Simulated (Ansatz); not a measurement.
**AlNi (Pm-3m): a volume series of phonon spectra**

Wanted: mode Grüneisen parameters of AlNi and a free-energy fit over volumes.

Measurements to reproduce:
- heat capacity C_P per formula unit 45.9 J/mol/K near room temperature (given in “High-Throughput Prediction of Finite-Temperature Properties using the Quasi-Harmonic Approximation”, 2016, arXiv:1603.06924)

Program: Ansatz 0.2.0. Level of theory: DFT PBEsol, scalar-relativistic, plane waves, PAW. Results are calculated unless marked as measured.

The database entry behind the starting cell differs from later determinations by our own check (about 0.2 % short), so it need not match the best structure at ambient conditions.

## (1) The starting structure

The structure is cubic, space group Pm-3m (No. 221). The conventional cell has a = 2.881 Å, b = 2.881 Å, c = 2.881 Å, α = 90.00°, β = 90.00°, γ = 90.00°. Al has 8 Ni at 2.50 Å nearest. Ni has 8 Al at 2.50 Å nearest. Farther neighbours are not listed.

## (2) Probe on a coarse mesh

Before spending time, one coarse run tells the gap and the pressure of the starting cell.

Contents of input.yaml:

```yaml
crystal:
  lattice:
    - [2.881, 0.0, 0.0]
    - [0.0, 2.881, 0.0]
    - [0.0, 0.0, 2.881]
  atoms:
    - { symbol: Al, position: [0.0, 0.0, 0.0] }
    - { symbol: Ni, position: [0.5, 0.5, 0.5] }
kpoints:
  mp_grid: { grid: [6, 6, 6] }
hamiltonian:
  xc: pbesol
scf:
  occupations: { method: gaussian, width: 0.1 }
  lower_state_search: "off"
output:
  forces: true
  stress: true
  eigenvalues: true
```

Command:

```console
> ansatz run input.yaml --threads 8 --pin off --max-ram 16384MiB --backend cpu --events-out ev --progress --plain --runs-dir out
```

Numbers of over 12 decimals in the logs are rounded to 6 here.

Log:

```text
Engine: ansatz 0.2.0, aarch64-unknown-linux-gnu
Pseudopotentials: kind: paw
Pseudopotential: Al, paw, valence charge 3, recommended cutoff 420 eV (normal), Al.paw.azcp
Pseudopotential: Ni, paw, valence charge 18, recommended cutoff 420 eV (normal), Ni.paw.azcp
Functional definition: PBEsol
  exchange = pbesol_x
  correlation = pbesol_c
Crystal: 2 atoms, lattice volume = 23.913 Å³
Basis set: ecut = 420 eV, 461 PW (Γ), exchange–correlation on 40×40×40 points (8 copies of the dense FFT grid, shifted against one another)
Bands: 15, of which v1, the nominal top of the filled ones, is band 11 counted from 1 (10 counted from 0)
Symmetry: 48 space group operations
Space group: Pm-3m (ITA 221), of the structure as read, at distance tolerance 2.9e-5 Å
k-points: 20 of 216
Non-local potential: Al, projectors of the file, l = 0: 2, l = 1: 2, l = 2: 1
Non-local potential: Ni, projectors of the file, l = 0: 3, l = 1: 2, l = 2: 3, l = 3: 1
PAW form: soft (Blöchl's): semilocal exchange-correlation on the pseudo side does not see the compensation charge
PAW frozen core: Al, regenerated for the run's functional, and the local potential with it (the file was generated under x = pbe(κ = 0.804, μ = 0.219515), c = pbe(β = 0.066725))
PAW frozen core: Ni, regenerated for the run's functional, and the local potential with it (the file was generated under x = pbe(κ = 0.804, μ = 0.219515), c = pbe(β = 0.066725))
PAW one-centre angular grid: Al, 110 points (default); XC on 64 Gauss nodes
PAW one-centre angular grid: Ni, 590 points (default); XC on 64 Gauss nodes
Initial density: superposition of atomic densities (neutral atoms: chi_scale 0, normalization atom), corrected by the library's trained network
Initial wavefunctions: pseudopotential atomic-orbital guess
Functional: x = pbesol(κ = 0.804, μ = 0.123457), c = pbesol(β = 0.046)
SCF iter   1: F=—  HF=-6330.841104 eV  |F-HF|=—  |Δ(HF+E_count)|=         —  Δρ=2.01e-2  dr2=5.80e-2  ethr=1.77e-3  ⟨swp⟩=4.8  Hψ=1385  notcnv=0
preconditioner: auto → none  [insulator: Δε(μ)=0.294 eV  Ē_g=9.640 eV  σ=0.100 eV  W_gap=0.57  n_scr=6 (ndim 8)  ℏωp=27.4 eV  f_vac=0.000  D(μ)=1.43/eV (n_scr^D=18)  ε∞_Penn≈9.1]
SCF iter   2: F=—  HF=-6330.833469 eV  |F-HF|=—  |Δ(HF+E_count)|=   7.63e-3  Δρ=3.21e-3  dr2=2.07e-3  ethr=2.76e-4  ⟨swp⟩=1.9  Hψ=530  notcnv=0  defer=6
SCF iter   3: F=—  HF=-6330.833249 eV  |F-HF|=—  |Δ(HF+E_count)|=   2.20e-4  Δρ=1.04e-3  dr2=2.16e-4  ethr=9.85e-6  ⟨swp⟩=1.1  Hψ=296  notcnv=0  defer=7
SCF iter   4: F=—  HF=-6330.833229 eV  |F-HF|=—  |Δ(HF+E_count)|=   2.07e-5  Δρ=3.96e-5  dr2=9.92e-8  ethr=1.03e-6  ⟨swp⟩=1.4  Hψ=318  notcnv=0  defer=7
SCF iter   5: F=—  HF=-6330.833219 eV  |F-HF|=—  |Δ(HF+E_count)|=   9.59e-6  Δρ=1.05e-5  dr2=3.59e-8  ethr=4.72e-10  ⟨swp⟩=2.1  Hψ=511  notcnv=0  defer=7
SCF iter   6: F=-6330.833219 eV  HF=-6330.833219 eV  |F-HF|=4.26e-10  |Δ(HF+E_count)|=   7.95e-9  Δρ=1.24e-6  dr2=5.78e-10  ethr=1.71e-10  ⟨swp⟩=3.3  Hψ=1021  notcnv=0
SCF 1 converged in 6 iterations: F = -6330.833219 eV  dr2 = 5.78e-10
  greatest PAW one-centre occupation: 1.001 electrons in one spin orbital (limit 2), on the Ni atom at site 1 (counted from 0), in its partial waves of l = 1
SCF converged after 6 iterations
Free energy (F): -6330.833219 eV
Harris-Foulkes:  -6330.833219 eV  (|F-HF|=4.26e-10)
Internal energy: -6330.825977 eV  (E = F + TS)
E sigma→0 (E₀):  -6330.829598 eV
Entropy (-TS):   -0.007242 eV (-3.621 meV/atom)
Fermi energy:    13.895620 eV
--- Per-component energies (eV) ---
  E_band       = -337.788262
  E_kinetic    = 311.318324
  E_local      = -4445.961482  (includes V_loc(G=0)·N_el)
  E_nonlocal   = 648.692843
  E_hartree    = 1910.851053
  E_xc         = -125.557258
  E_vxc        = -140.686827  (∫ρ·V_xc dr)
  E_paw        = -2052.771973  (= ΣΔE_a)
  E_vpaw       = -532.855259  (= ΣTr[D̂ρ^β])
  E_aug_tail   = 0.000464  (compensation charges beyond the density's cutoff)
  E_ewald      = -2577.614375
  E_core_change = 0.216428  (= ΣΔE_core)
  E_smearing   = -0.007242  (= −TS)
  E_closure    = -0.000000  (closes the sum)
  Σ components = -6330.833219   (vs F -6330.833219, Δ=0.00e0)
--- Forces (eV/Å), atoms counted from 1 ---
  atom   1  Al    -0.00000000     0.00000000    -0.00000000
  atom   2  Ni     0.00000000     0.00000000    -0.00000000
  max |Σ_I F_I| component: 9.99e-29 eV/Å
--- Stress (GPa, compression-positive) ---
       -2.990155       0.000000       0.000000
        0.000000      -2.990155       0.000000
        0.000000       0.000000      -2.990155
  P = ⅓ Tr σ = -2.9902 GPa (-29.902 kbar)
--- Band table (eV; the first three rows and the last of 20) ---
  k-point 0: bands = [... 7 lower, 12.2996, 12.2996, 12.2996, 19.3223, 19.3223, 19.3223, 21.9639, 21.9639]
  k-point 1: bands = [... 7 lower, 12.0992, 12.0992, 12.3219, 16.2385, 19.9757, 19.9757, 21.9908, 24.4382]
  k-point 2: bands = [... 7 lower, 11.7473, 11.7473, 12.3668, 13.6885, 21.6988, 21.6988, 22.0576, 26.3635]
  k-point 19: bands = [... 7 lower, 12.8585, 12.8585, 15.7958, 15.7958, 15.7958, 17.5639, 18.3266, 18.3266]
```

Wall time 0.85 s (8 threads of Arm Neoverse V1, shared host); peak memory 0.28 GiB.

This run has no spin polarisation, although Ni can carry a moment.

This step gave:

```yaml
pressure: -2.990 GPa
volume_per_atom: 11.96 Å³/atom
gap_on_the_k_mesh: 0 eV
```

The start is under -3.0 GPa at this level and looks like a metal on this mesh.

## (3) Relaxation

The vibrations must be taken about the equilibrium of this functional, not about the starting cell, so the structure is relaxed.

input.yaml: that of step 2 with these lines changed.

```diff
@@ -9,3 +9,3 @@
 kpoints:
-  mp_grid: { grid: [6, 6, 6] }
+  mp_grid: { grid: [14, 14, 14] }
 hamiltonian:
@@ -19 +19,6 @@
   eigenvalues: true
+relax:
+  adjacent_minimum: "off"
+  f_tol: 0.005
+  max_steps: 80
+  cell: { stress_tol: 0.05 }
```

Log:

```text
[...]
Crystal: 2 atoms, lattice volume = 23.913 Å³
Basis set: ecut = 420 eV, 461 PW (Γ), exchange–correlation on 40×40×40 points (8 copies of the dense FFT grid, shifted against one another)
Bands: 15, of which v1, the nominal top of the filled ones, is band 11 counted from 1 (10 counted from 0)
Symmetry: 48 space group operations
[...]
k-points: 120 of 2744
[...]
SCF iter   1: F=—  HF=-6330.865888 eV  |F-HF|=—  |Δ(HF+E_count)|=         —  Δρ=1.84e-2  dr2=4.73e-2  ethr=1.77e-3  ⟨swp⟩=4.7  Hψ=8209  notcnv=0
[...]
SCF iter   6: F=-6330.859458 eV  HF=-6330.859458 eV  |F-HF|=1.02e-10  |Δ(HF+E_count)|=   1.53e-9  Δρ=7.32e-7  dr2=1.12e-10  ethr=1.40e-10  ⟨swp⟩=3.6  Hψ=5994  notcnv=0
SCF 1 converged in 6 iterations: F = -6330.859458 eV  dr2 = 1.12e-10
[...]
relax step   1: F+E_penalty+E_count = -6330.85945793 eV  Δ(F+E_penalty+E_count) = +0.000e0 eV  max|allowed force component| = 1.657e-28 eV/Å  Δτ_max = 0.0000 Å  P = -3.231 GPa  Ω = 23.913 Å³  (6 SCF iters, dr2 threshold 1.00e-7 eV, accepted)
Crystal: 2 atoms, lattice volume = 23.630 Å³
[...]
iter 1 solved again at ethr=1.84e-6 eV; its pass at ethr=3.10e-3 eV (dr2=3.86e-4 eV) is discarded
[...]
SCF iter   6: F=-6330.863568 eV  HF=-6330.863568 eV  |F-HF|=9.09e-13  |Δ(HF+E_count)|=  1.27e-11  Δρ=2.29e-8  dr2=8.80e-14  ethr=1.00e-12  ⟨swp⟩=1.8  Hψ=4481  notcnv=0
SCF 2 converged in 6 iterations: F = -6330.863568 eV  dr2 = 8.80e-14
relax step   2: F+E_penalty+E_count = -6330.86356790 eV  Δ(F+E_penalty+E_count) = -4.110e-3 eV  max|allowed force component| = 1.173e-29 eV/Å  Δτ_max = 0.0000 Å  P = -1.283 GPa  Ω = 23.630 Å³  energy of the carried Pulay correction = +1.030e-4 eV  (6 SCF iters, dr2 threshold 2.00e-7 eV, accepted)
Crystal: 2 atoms, lattice volume = 23.447 Å³
[...]
SCF iter   6: F=-6330.864348 eV  HF=-6330.864348 eV  |F-HF|=9.09e-13  |Δ(HF+E_count)|=  1.36e-11  Δρ=8.27e-8  dr2=7.45e-13  ethr=1.00e-12  ⟨swp⟩=1.3  Hψ=5067  notcnv=0
SCF 3 converged in 6 iterations: F = -6330.864348 eV  dr2 = 7.45e-13
relax step   3: F+E_penalty+E_count = -6330.86434759 eV  Δ(F+E_penalty+E_count) = -7.797e-4 eV  max|allowed force component| = 2.038e-30 eV/Å  Δτ_max = 0.0000 Å  P = +0.042 GPa  Ω = 23.447 Å³  energy of the carried Pulay correction = +1.701e-4 eV  (6 SCF iters, dr2 threshold 2.00e-7 eV, accepted)
[...]
SCF iter   6: F=-6330.864184 eV  HF=-6330.864184 eV  |F-HF|=3.64e-12  |Δ(HF+E_count)|=    0.00e0  Δρ=9.81e-9  dr2=2.28e-14  ethr=1.00e-12  ⟨swp⟩=3.1  Hψ=6548  notcnv=0
SCF 4 converged in 6 iterations: F = -6330.864184 eV  dr2 = 2.28e-14
relax step   4: F+E_penalty+E_count = -6330.86418373 eV  Δ(F+E_penalty+E_count) = +1.639e-4 eV  max|allowed force component| = 9.335e-30 eV/Å  Δτ_max = 0.0000 Å  P = +0.036 GPa  Ω = 23.447 Å³  stress off target by 3.61e-2 GPa  SCF on the basis re-selected at this cell (its energy is not comparable with the rows above)  (6 SCF iters)
basis re-selected at this cell: Δ(F+E_penalty+E_count) = +1.639e-4 eV, ΔP = -0.006 GPa vs the last step (what re-selecting the basis moved, of the pressure what is left beyond the Pulay correction that the steps carried, after the strain that the cell walked since its last selection, with what the two solves' SCF thresholds leave and, on support functions, any second-order correction that the steps lacked; it is no m [...]
SCF converged after 6 iterations
Free energy (F): -6330.864184 eV
[...]
Internal energy: -6330.859096 eV  (E = F + TS)
E sigma→0 (E₀):  -6330.861640 eV
Entropy (-TS):   -0.005088 eV (-2.544 meV/atom)
Fermi energy:    14.164010 eV
[...]
--- Stress (GPa, compression-positive) ---
        0.036094       0.000000      -0.000000
        0.000000       0.036094      -0.000000
       -0.000000      -0.000000       0.036094
  P = ⅓ Tr σ = 0.0361 GPa (0.361 kbar)
--- Band table (eV; the first three rows and the last of 120) ---
  k-point 0: bands = [... 7 lower, 12.6177, 12.6177, 12.6177, 19.7445, 19.7445, 19.7445, 22.3693, 22.3693]
  k-point 1: bands = [... 7 lower, 12.5752, 12.5752, 12.6223, 18.7601, 19.8706, 19.8706, 22.3726, 23.2591]
  k-point 2: bands = [... 7 lower, 12.4605, 12.4605, 12.6351, 17.1522, 20.2367, 20.2367, 22.3824, 24.5404]
  k-point 119: bands = [... 7 lower, 13.1947, 13.1947, 16.1205, 16.1205, 16.1205, 18.0723, 18.7586, 18.7586]
--- Relaxed structure (3 steps of the walk, 3 accepted, 1 SCFs on fresh bases) ---
  F+E_penalty+E_count = -6330.86418373 eV   max|allowed force component| = 9.335e-30 eV/Å   (the final SCF, on the basis selected at the relaxed cell)
  cell:  # Å, volume = 23.4468 Å³
    - [2.862166, 0, 0.0]
    - [0, 2.862166, 0.0]
    - [0, 0, 2.862166]
  atoms:
    - { symbol: Al, position: [0, 0, 0] }
    - { symbol: Ni, position: [0.5, 0.5, 0.5] }
```

It took 2 s on 8 threads; peak memory 0.37 GiB.

Step by step:

```tsv
step	energy less that of the first step (eV)	largest force component (eV/Å)	pressure (GPa)	volume (Å³)
1	0.0000	0.0000	-3.23	23.91
2	-0.0041	0.0000	-1.28	23.63
3	-0.0049	0.0000	0.04	23.45
4*	-0.0047	0.0000	0.04	23.45
```

Relaxation steps marked * repeat the geometry before them on a plane-wave basis chosen anew for their cell, so energy and pressure can jump there.

Forces are held to the 48 operations that the run works with; a distortion that breaks them can't arise in this run.

```tsv
conventional cell, symmetrised	before	after	change
a (Å)	2.881	2.862	-0.7 %
b (Å)	2.881	2.862	-0.7 %
c (Å)	2.881	2.862	-0.7 %
volume (Å³/atom)	11.96	11.72	-1.9 %
```

Final coordinates:

```cif
data_structure
_symmetry_space_group_name_H-M 'P 1'
_symmetry_Int_Tables_number 1
_cell_length_a 2.8622
_cell_length_b 2.8622
_cell_length_c 2.8622
_cell_angle_alpha 90.000
_cell_angle_beta 90.000
_cell_angle_gamma 90.000
_cell_volume 23.45
loop_
_atom_site_label
_atom_site_type_symbol
_atom_site_fract_x
_atom_site_fract_y
_atom_site_fract_z
_atom_site_occupancy
Al1 Al 0.00000 0.00000 0.00000 1
Ni2 Ni 0.50000 0.50000 0.50000 1
```

This step gave:

* pressure: 0.03609 GPa
* volume per atom: 11.72 Å³/atom

The relaxation ends with a pressure of 0.04 GPa.

(Continued in part 2 of 4.)

[Logs are printed without paths, hosts, clocks, repeated set-up lines and the standing remarks that a program may print on its own settings, such as how far it seeks lower states.]

[Hosts, paths, dates, database ids (printed as entryN), source tags and the programs' standing remarks are cut or masked in the printed files.]

[A step with changed settings may run another functional than the one named; its input shows which.]

[Of the runs on displaced cells, only some may be shown.]
